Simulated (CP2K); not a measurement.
Cyanoallene has these distinct C atoms: C1 (bonded to C and 2 H), C2 (bonded to 2 C), C3 (bonded to 2 C and H) and C4 (bonded to C and N).

```xyz
8

C    -1.6948    0.1714    0.0082
C    -0.4401   -0.1589   -0.1064
C     0.8307   -0.5000   -0.2245
C     1.8901    0.3227    0.2590
N     2.7795    0.9725    0.6457
H    -2.2009    0.7485   -0.7688
H    -2.2756   -0.1129    0.8883
H     1.1111   -1.4434   -0.7016
```

Their partial C K spectra (CP2K XAS_TDP, all-electron GAPW, PBEh(45%), aug-cc-pVDZ, TDA, GW2X-corrected core level, no relativity) are given in random order, each times the number of alike atoms.

Gaussian full width 0.5 eV, oscillator strength per eV, alike atoms added, rows of zeros left out:

```
E (eV)  curve 1  curve 2  curve 3  curve 4
286.50    0.012    0.000    0.000    0.000
286.75    0.071    0.000    0.000    0.000
287.00    0.108    0.000    0.000    0.000
287.25    0.056    0.000    0.000    0.011
287.50    0.080    0.006    0.000    0.061
287.75    0.095    0.040    0.000    0.087
288.00    0.029    0.066    0.000    0.031
288.25    0.002    0.027    0.008    0.003
288.50    0.000    0.003    0.047    0.000
288.75    0.000    0.000    0.097    0.000
289.00    0.000    0.000    0.118    0.002
289.25    0.000    0.000    0.067    0.002
289.50    0.000    0.000    0.011    0.000
289.75    0.000    0.003    0.000    0.000
290.00    0.000    0.006    0.000    0.000
290.25    0.000    0.003    0.000    0.000
290.50    0.000    0.000    0.000    0.001
290.75    0.000    0.000    0.000    0.004
291.00    0.000    0.001    0.001    0.006
291.25    0.000    0.004    0.007    0.003
291.50    0.000    0.005    0.015    0.004
291.75    0.000    0.002    0.010    0.025
292.00    0.000    0.002    0.027    0.039
292.25    0.001    0.008    0.056    0.021
292.50    0.003    0.020    0.031    0.014
292.75    0.007    0.039    0.004    0.011
293.00    0.006    0.050    0.001    0.003
293.25    0.003    0.023    0.001    0.002
293.50    0.002    0.007    0.002    0.009
293.75    0.004    0.007    0.003    0.025
294.00    0.006    0.012    0.007    0.032
294.25    0.003    0.021    0.008    0.030
294.50    0.001    0.017    0.005    0.027
294.75    0.002    0.011    0.005    0.012
295.00    0.007    0.019    0.004    0.003
295.25    0.014    0.027    0.001    0.002
295.50    0.011    0.023    0.001    0.003
295.75    0.011    0.010    0.002    0.002
296.00    0.008    0.011    0.003    0.004
296.25    0.002    0.015    0.001    0.014
296.50    0.000    0.014    0.003    0.017
296.75    0.001    0.021    0.007    0.010
297.00    0.003    0.032    0.006    0.017
297.25    0.003    0.021    0.005    0.022
297.50    0.001    0.011    0.009    0.013
297.75    0.002    0.013    0.008    0.024
298.00    0.003    0.034    0.003    0.032
298.25    0.005    0.037    0.001    0.013
298.50    0.006    0.026    0.002    0.003
298.75    0.017    0.023    0.002    0.003
```

**Question.** Which curve belongs to which atom?

Curve 1: C2 (bonded to 2 C), leading line at 286.95 eV (f = 0.059 an atom), ionisation energy 293.62 eV, term value 6.67 eV. Curve 2: C3 (bonded to 2 C and H), leading line at 287.96 eV (f = 0.036 an atom), ionisation energy 293.71 eV, term value 5.75 eV. Curve 3: C4 (bonded to C and N), leading line at 288.69 eV (f = 0.034 an atom), ionisation energy 293.95 eV, term value 5.26 eV. Curve 4: C1 (bonded to C and 2 H), leading line at 287.69 eV (f = 0.048 an atom), ionisation energy 293.36 eV, term value 5.67 eV. The leading line of an atom is its first one with 35 % of the strongest within 2.5 eV of its lowest line over the strength cut. A line lies at the core ionisation energy, which rises as an atom loses charge to its neighbours or to a π system, less the term value, which is large for a low π* or σ* orbital with weight on that atom.

[Banner, clock and machine lines of the logs are left out without a mark of their own.]

[Logs are printed without paths, hosts, clocks, repeated set-up lines and the standing remarks that a program may print on its own settings, such as how far it seeks lower states.]

[Hosts, paths, dates, database ids (printed as entryN), source tags and the programs' standing remarks are cut or masked in the printed files.]
